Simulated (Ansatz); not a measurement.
# Cr2CO2 MXene monolayer in a perpendicular field, part 2 of 3

What dipole does a perpendicular field induce in the Cr2CO2 MXene monolayer? A positive field points along +c.

Ansatz 0.2.0; plane-wave DFT, PBE-D3(BJ), Ansatz PAW.

So far. Step 2 (Relaxation): The lattice constant a goes from 2.836 to 2.877 Å.

### Step 3. Atoms held, field 0

A sawtooth potential applies the field, turning back in the middle of the vacuum. With the dipole correction the typed value is the field outside the slab. The induced dipole is small, so the SCF threshold is tight.

The cell differs from the one that the last finished run ended in (c 39.409 → 22.415 Å).

The input, input.yaml:

```yaml
crystal:
  lattice:
    - [2.8770013634, 0.0, 0.0]
    - [-1.4385006817, 2.4915562674, 0.0]
    - [0.0, 0.0, 22.4151339854]
  atoms:
    - { symbol: O, position: [0.3333333333, 0.6666666667, 0.4015144414] }
    - { symbol: Cr, position: [0.6666666667, 0.3333333333, 0.4429866788], spin: 1.72 }
    - { symbol: C, position: [0.0, 0.0, 0.5], spin: -0.21 }
    - { symbol: Cr, position: [0.3333333333, 0.6666666667, 0.5570133212], spin: 1.72 }
    - { symbol: O, position: [0.6666666667, 0.3333333333, 0.5984855586] }
magnetization:
  spin_polarized: true
kpoints:
  mp_grid: { grid: [18, 18, 1] }
  band_path:
    path: [[0, 0, 0], [0.5, 0, 0], [0.33333333, 0.33333333, 0], [0, 0, 0]]
    npoints: 16
hamiltonian:
  xc: pbe
  dispersion: d3bj
scf:
  occupations: { method: fermi_dirac, width: 0.02585 }
  convergence: { dr2_threshold: 1.0e-10 }
efield:
  axis: 3
  dipole_correction: true
  ramp_position: 0.97
  ramp_width: 0.06
  amplitude: 0
output:
  dos: { projected: true, e_range: [-6, 5] }
  write_potential: true
  write_density: true
  volumetric_format: npy
  elf: true
```

On the command line:

```bash
ansatz run input.yaml --threads 2 --pin off --max-ram 3072MiB --backend cpu --events-out ev --progress --plain --runs-dir out
```

Numbers of over 12 decimals in the logs are rounded to 6 here.

Log:

```text
[...]
Crystal: 5 atoms, lattice volume = 160.676 Å³
Basis set: ecut = 420 eV, 3123 PW (Γ)
Bands: 29, of which v1, the nominal top of the filled ones, is band 22 counted from 1 (21 counted from 0)
Symmetry: 6 space group operations
k-points: 37 of 324 (time reversal used)
[...]
Starting moments: Σ|m| = 3.65 μB on 3 of 5 sites
[...]
SCF iter   1: F=—  HF=-8144.475155 eV  |F-HF|=—  |Δ(HF+E_count)|=         —  Δρ=9.03e-2 (↑9.03e-2 ↓6.09e-2)  dr2=3.74e1  dr2_m=6.75e-1  M=1.786 μB ∫|m|=1.960 μB  β_m=0.67  ethr=3.10e-3  p=0.000 e·Å  D=1.37e-13 V/Å  ΔV_dip=-0.00 eV  dr2_dipole=2.35e-9  V_vac-E_F(+/−)=5.95/5.95 eV  ⟨swp⟩=9.5  Hψ=11415  notcnv=0
[...]
efield: sawtooth ramp at fractional position 0.9700 (set: `efield.ramp_position`, or a place that a band, a saddle search or an elastic batch's reference lends), width 0.0600; the density the first Hamiltonian is built on has a dipole p = 0.000 e·Å; the dipole correction subtracts the counter field D = 1.37e-13 V/Å, which shifts the + side's vacuum level by -0.00 eV against the − side's; the planar-averaged density in the ramp window peaks in size at 1.6e-6 e/Å³
[...]
SCF iter   2: F=—  HF=-8140.226171 eV  |F-HF|=—  |Δ(HF+E_count)|=    4.25e0  Δρ=2.74e-2 (↑2.30e-2 ↓2.74e-2)  dr2=4.67e0  dr2_m=2.65e-2  M=2.053 μB ∫|m|=2.374 μB  β_m=0.37  ethr=3.10e-3  p=-0.000 e·Å  D=-3.24e-5 V/Å  ΔV_dip=0.00 eV  dr2_dipole=1.55e-10  V_vac-E_F(+/−)=6.76/6.76 eV  ⟨swp⟩=4.0  Hψ=6302  notcnv=0  defer=78
density mixer auto → msr1: a metal under ldos (density of states about μ 2.22 of a free-electron gas's, 14 screened modes)
SCF iter   3: F=—  HF=-8141.336379 eV  |F-HF|=—  |Δ(HF+E_count)|=    1.11e0  Δρ=3.62e-2 (↑3.62e-2 ↓3.03e-2)  dr2=2.26e-1  dr2_m=1.53e0  M=3.444 μB ∫|m|=3.844 μB  β_m=0.69  ethr=3.10e-3  p=-0.000 e·Å  D=-1.89e-5 V/Å  ΔV_dip=0.00 eV  dr2_dipole=2.80e-10  V_vac-E_F(+/−)=6.69/6.69 eV  ⟨swp⟩=4.2  Hψ=5961  notcnv=0  defer=68
[...]
SCF iter  16: F=-8141.770794 eV  HF=-8141.770794 eV  |F-HF|=1.55e-11  |Δ(HF+E_count)|=  1.82e-11  Δρ=2.60e-8 (↑2.60e-8 ↓2.06e-8)  dr2=3.73e-12  dr2_m=2.40e-13  M=3.992 μB ∫|m|=4.557 μB  ethr=1.00e-12  p=0.000 e·Å  D=8.08e-9 V/Å  ΔV_dip=-0.00 eV  dr2_dipole=2.41e-13  V_vac-E_F(+/−)=6.22/6.22 eV  ⟨swp⟩=6.0  Hψ=7309  notcnv=0
SCF 1 converged in 16 iterations: F = -8141.770794 eV  dr2 = 3.73e-12
[...]
NSCF: frozen V_eff on 49 k-points
efield: sawtooth ramp at fractional position 0.9700 (kept from the solve that this one continues, or follows in the run), width 0.0600; the density the first Hamiltonian is built on has a dipole p = 0.000 e·Å; the dipole correction subtracts the counter field D = 8.08e-9 V/Å, which shifts the + side's vacuum level by -0.00 eV against the − side's; the planar-averaged density in the ramp window peaks in size at 1.8e-6 e/Å³
SCF converged after 16 iterations
Magnetization: 3.9920 μB (23.9960 up, 20.0040 down)
Absolute magnetization: 4.5584 μB (∫|ρ↑−ρ↓|, with the PAW one-centre terms)
[...]
Per-site moments (μB) at R_I (Å): [(-0.00082705, 0.785183), (1.722803, 0.785183), (-0.210262, 0.864503), (1.722804, 0.785183), (-0.000827061, 0.785183)]
Free energy (F): -8141.770794 eV
[...]
Internal energy: -8141.764628 eV  (E = F + TS)
E sigma→0 (E₀):  -8141.767711 eV
Entropy (-TS):   -0.006166 eV (-1.233 meV/atom)
Fermi energy:    -0.526928 eV
Dipole field:    D = -0.000001 V/Å  (p = -0.000001 e·Å, saw-weighted, corrected)
Work function:   Φ+ = 6.2196 eV   Φ− = 6.2196 eV
Levels:          The Fermi level and band energies are counted from a zero that moves with the ramp; work functions are not
[...]
--- Band table (eV; the first three rows and the last of 74) ---
  k-point 0 ↑: bands = [... 18 lower, -2.3413, -2.0313, -1.8048, -1.8048, -0.8940, -0.8940, -0.8357, -0.1981, ... 3 higher]
  k-point 1 ↑: bands = [... 18 lower, -2.4647, -1.9749, -1.8231, -1.8076, -1.1300, -0.7828, -0.5492, -0.2151, ... 3 higher]
  k-point 2 ↑: bands = [... 18 lower, -2.7283, -2.1124, -1.8201, -1.6911, -1.2206, -0.5470, -0.3516, -0.1738, ... 3 higher]
  k-point 36 ↓: bands = [... 18 lower, -3.9066, -3.9066, 0.3363, 0.7921, 0.7921, 1.4941, 1.7412, 1.7412, ... 3 higher]
```

Elapsed: 38 s, on 2 threads of Intel Xeon Platinum 8488C (Sapphire Rapids), shared host; peak memory 0.67 GiB.

Reading the cycles: dr2 is the Hartree energy of the density residual (eV), the measure of convergence; HF is the Harris–Foulkes estimate of the energy, which meets the free energy F at convergence.

Numbers from this step:

| Quantity | Value |
| --- | --- |
| energy at zero smearing | -8141.7677 eV |
| total moment | 3.992 μB |
| site moments | -8.27e-4, 1.723, -0.2103, 1.723, -8.27e-4 μB |
| work function, upper face | 6.220 eV |
| dipole along the normal | -6.47e-7 e·Å |

Running mean over a fixed 2.5 Å (it still follows the layers) of the planar mean; the ramp of the sawtooth is left out. Table of electron's electrostatic potential energy less the Fermi level by z:

z (Å), electron's electrostatic potential energy less the Fermi level (eV) and a bar from the least value:
```
      3.0        6.2 ##############################
      3.5        6.2 ##############################
      4.0        6.2 ##############################
      4.5        6.2 ##############################
      5.0        6.2 ##############################
      5.5        6.2 ##############################
      6.0        6.2 ##############################
      6.5        6.2 ##############################
      7.0        6.0 ##############################
      7.5        4.8 ############################
      8.0        1.8 ######################
      8.5       -2.0 ################
      9.0       -5.9 #########
      9.5       -8.8 ####
     10.0      -10.7 
     10.5      -10.8 
     11.0      -10.2 #
     11.5      -10.2 #
     12.0      -10.9 
     12.5      -10.5 #
     13.0       -8.4 ####
     13.5       -5.3 ##########
     14.0       -1.4 #################
     14.5        2.4 #######################
     15.0        5.1 ############################
     15.5        6.1 ##############################
     16.0        6.2 ##############################
     16.5        6.2 ##############################
     17.0        6.2 ##############################
     17.5        6.2 ##############################
     18.0        6.2 ##############################
     18.5        6.2 ##############################
     19.0        6.2 ##############################
```

The density of states has structure finer than the step of the table below, so its rows give means over 0.25 eV, whole bins alone (the curve runs from -6 to 1.99 eV). Peaks (eV: height): total -5.670: 8.14, -4.700: 13.0, -4.480: 9.15, -0.680: 8.72, 0.310: 8.13, 1.360: 11.6, 1.500: 12.0; up -5.750: 6.46, -5.200: 7.63, -5.090: 5.49, -0.870: 5.45, -0.680: 8.63, 0.310: 7.19, 1.500: 10.2; down -5.670: 6.60, -4.700: 8.88, -4.480: 7.72, -4.430: 6.58, 1.200: 5.56, 1.360: 9.85, 1.910: 7.04.

Table of density of states by energy, zero at the Fermi level; means over each step; values in states/eV a cell:

| energy (eV) | total | up | down |
| --- | --- | --- | --- |
| -5.75 | 5.50 | 3.07 | 2.44 |
| -5.50 | 4.13 | 1.47 | 2.66 |
| -5.25 | 5.14 | 3.54 | 1.60 |
| -5.00 | 5.20 | 3.25 | 1.95 |
| -4.75 | 8.00 | 2.89 | 5.11 |
| -4.50 | 4.92 | 1.57 | 3.35 |
| -4.25 | 2.31 | 1.29 | 1.02 |
| -4.00 | 2.31 | 1.06 | 1.25 |
| -3.75 | 1.50 | 0.679 | 0.820 |
| -3.50 | 2.66 | 1.13 | 1.52 |
| -3.25 | 2.44 | 1.07 | 1.37 |
| -3.00 | 2.47 | 1.50 | 0.970 |
| -2.75 | 3.30 | 2.00 | 1.30 |
| -2.50 | 2.68 | 0.992 | 1.69 |
| -2.25 | 1.75 | 0.532 | 1.22 |
| -2.00 | 1.17 | 0.415 | 0.752 |
| -1.75 | 0.793 | 0.243 | 0.550 |
| -1.50 | 2.34 | 1.61 | 0.731 |
| -1.25 | 3.32 | 3.05 | 0.267 |
| -1.00 | 3.23 | 3.08 | 0.145 |
| -0.75 | 4.88 | 4.78 | 0.102 |
| -0.50 | 1.78 | 1.74 | 0.0460 |
| -0.25 | 1.59 | 1.59 | 0 |
| 0.00 | 2.56 | 2.41 | 0.158 |
| 0.25 | 4.26 | 3.38 | 0.883 |
| 0.50 | 5.09 | 2.98 | 2.11 |
| 0.75 | 1.31 | 0.316 | 0.998 |
| 1.00 | 1.61 | 0 | 1.61 |
| 1.25 | 4.90 | 0.205 | 4.69 |
| 1.50 | 5.69 | 3.48 | 2.22 |
| 1.75 | 2.75 | 1.28 | 1.47 |

Projected DOS per atom over height of the atomic layer and energy from the Fermi level. Layers: O Cr C Cr O from below.

Ten even steps from '0' (0.06 states/eV) to '9' (2.29 states/eV), each cell a mean:
```
06060
18081
05050
02020
16361
03130
02020
06060
04040
13131
00000
01210
11311
11311
11211
11111
21112
51015
93139
64146
42324
63336
```
Columns: height of the atomic layer (Å) from 9 to 13.4 (not evenly spaced); rows upwards: energy from the Fermi level (eV) from -5.96 to 1.96.

Projected DOS per atom, spin up over height of the atomic layer and energy from the Fermi level. Layers: O Cr C Cr O from below.

Values in states/eV, 22 rows by 5 columns, each cell a mean:
```
0.12 0.23 0.05 0.23 0.12
0.38 0.77 0.05 0.77 0.38
0.00 0.00 0.00 0.00 0.00
0.12 0.23 0.18 0.23 0.12
0.30 0.92 0.69 0.92 0.30
0.20 0.72 0.42 0.72 0.20
0.10 0.67 0.11 0.67 0.10
0.26 1.53 0.12 1.53 0.26
0.20 0.98 0.10 0.98 0.20
0.23 0.86 0.13 0.86 0.23
0.03 0.10 0.04 0.10 0.03
0.05 0.15 0.08 0.15 0.05
0.16 0.28 0.31 0.28 0.16
0.29 0.35 0.49 0.35 0.29
0.19 0.21 0.28 0.21 0.19
0.22 0.18 0.24 0.18 0.22
0.21 0.24 0.17 0.24 0.21
0.34 0.25 0.15 0.25 0.34
0.87 0.30 0.10 0.30 0.87
1.06 0.76 0.25 0.76 1.06
0.38 0.38 0.22 0.38 0.38
0.58 0.47 0.59 0.47 0.58
```
Columns: height of the atomic layer (Å) from 9 to 13.4 (not evenly spaced); rows upwards: energy from the Fermi level (eV) from -5.96 to 1.96.

Projected DOS per atom, spin down over height of the atomic layer and energy from the Fermi level. Layers: O Cr C Cr O from below.

Ten even steps from '_' (0.00 states/eV) to '@' (1.42 states/eV), each cell a mean:
```
__@@..@@__
__@@__@@__
__%%__%%__
__--__--__
__==__==__
__________
__________
__________
__________
____..____
____..____
....--....
....==....
..__::__..
::..::..::
..__..__..
::......::
++..__..++
@@==::==@@
::......::
==::==::==
++::..::++
```
Columns: height of the atomic layer (Å) from 9 to 13.4 (not evenly spaced); rows upwards: energy from the Fermi level (eV) from -5.96 to 1.96.

Deep bands are left out, so band numbers here count from the lowest band kept and differ from the log's. The electronic bands at the labelled points (eV, zero at the Fermi level; # counts the bands kept):

| point | up #12 | up #13 | up #14 | up #15 | down #8 | down #9 | down #10 | down #11 |
| --- | --- | --- | --- | --- | --- | --- | --- | --- |
| Γ | -0.37 | -0.37 | -0.31 | 0.33 | -0.39 | -0.39 | 0.40 | 0.40 |
| halfway | -0.68 | 0.14 | 0.31 | 0.66 | -1.91 | -1.87 | 0.35 | 1.03 |
| M | -0.65 | -0.56 | -0.44 | 0.30 | -2.57 | -2.10 | 0.04 | 1.12 |
| halfway | -0.71 | -0.42 | 0.05 | 0.31 | -3.11 | -2.81 | 0.62 | 1.15 |
| K | -1.03 | -0.12 | 0.32 | 0.32 | -3.38 | -3.38 | 0.86 | 1.32 |
| halfway | -0.64 | -0.08 | 0.42 | 0.56 | -2.71 | -2.12 | 0.52 | 1.29 |
| Γ | -0.37 | -0.37 | -0.31 | 0.33 | -0.39 | -0.39 | 0.40 | 0.40 |

Spin density in the ca plane at fractional y = 0.333, with atoms of Cr and O within 0.2 Å of it.

Ten even steps from '0' (0.0 e/Å³) to '9' (2.9 e/Å³), each cell a mean:
```
00000000000000000000000110000000000000000000
00000000000000000000013641000000000000000000
00000000000000000000015972000000000000000000
00000000000000000000002531000000000000000000
00000000000000000000000100000000000000000000
00000000000000000000000000000000000000000000
00000000000000000000000000000000000000000000
00000000000000000000000000000000000000000000
```
Columns run along c (16.0 Å, from fractional 0.07 to 0.78 of the cell), rows up along a (2.9 Å). Atoms in or near the plane, at fractional coordinates: Cr at (0.44, 0.67), O at (0.60, 0.67).

ELF in the ca plane at fractional y = 0.333, with atoms of Cr and O within 0.2 Å of it. It is the smooth field of the valence electrons, not physical close to the nuclei.

Values, 5 rows by 16 columns, each cell a mean:
```
0.00 0.00 0.00 0.00 0.00 0.04 0.17 0.50 0.29 0.21 0.51 0.75 0.25 0.01 0.00 0.00
0.00 0.00 0.00 0.00 0.00 0.01 0.17 0.86 0.33 0.12 0.58 0.70 0.38 0.02 0.00 0.00
0.00 0.00 0.00 0.00 0.00 0.04 0.17 0.50 0.29 0.21 0.51 0.75 0.25 0.01 0.00 0.00
0.00 0.00 0.00 0.00 0.01 0.18 0.56 0.22 0.54 0.36 0.16 0.21 0.03 0.00 0.00 0.00
0.00 0.00 0.00 0.00 0.01 0.18 0.56 0.22 0.54 0.36 0.16 0.21 0.03 0.00 0.00 0.00
```
Columns run along c (16.0 Å, from fractional 0.11 to 0.83 of the cell), rows up along a (2.9 Å). Atoms in or near the plane, at fractional coordinates: Cr at (0.44, 0.67), O at (0.60, 0.67).

Valence density in the ca plane at fractional y = 0.333, with atoms of Cr and O within 0.2 Å of it. It is the smooth field of the valence electrons, not physical close to the nuclei.

Ten steps, logarithmic in the rise over the least value, from '0' (0 e/Å³) to '9' (19 e/Å³), each cell a mean:
```
00000000000000000000124553221123443100000000
00000000000000000000137985211124675200000000
00000000000000000000148995211125776300000000
00000000000000000000136874211124665200000000
00000000000000000001123542222223342100000000
00000000000000000001222222222222211000000000
00000000000000000001232112233332110000000000
00000000000000000001222222222222221000000000
```
Columns run along c (16.0 Å, from fractional 0.07 to 0.78 of the cell), rows up along a (2.9 Å). Atoms in or near the plane, at fractional coordinates: Cr at (0.44, 0.67), O at (0.60, 0.67).

The work function of the upper face is 6.22 eV.

(Part 2 of 3 ends here.)

[Logs are printed without paths, hosts, clocks, repeated set-up lines and the standing remarks that a program may print on its own settings, such as how far it seeks lower states.]

[Hosts, paths, dates, database ids (printed as entryN), source tags and the programs' standing remarks are cut or masked in the printed files.]

[Maps of the electrostatic potential energy from Ansatz leave out the sawtooth potential of an applied field or a dipole correction, so their vacuum need not be flat; planar profiles and work functions include it.]
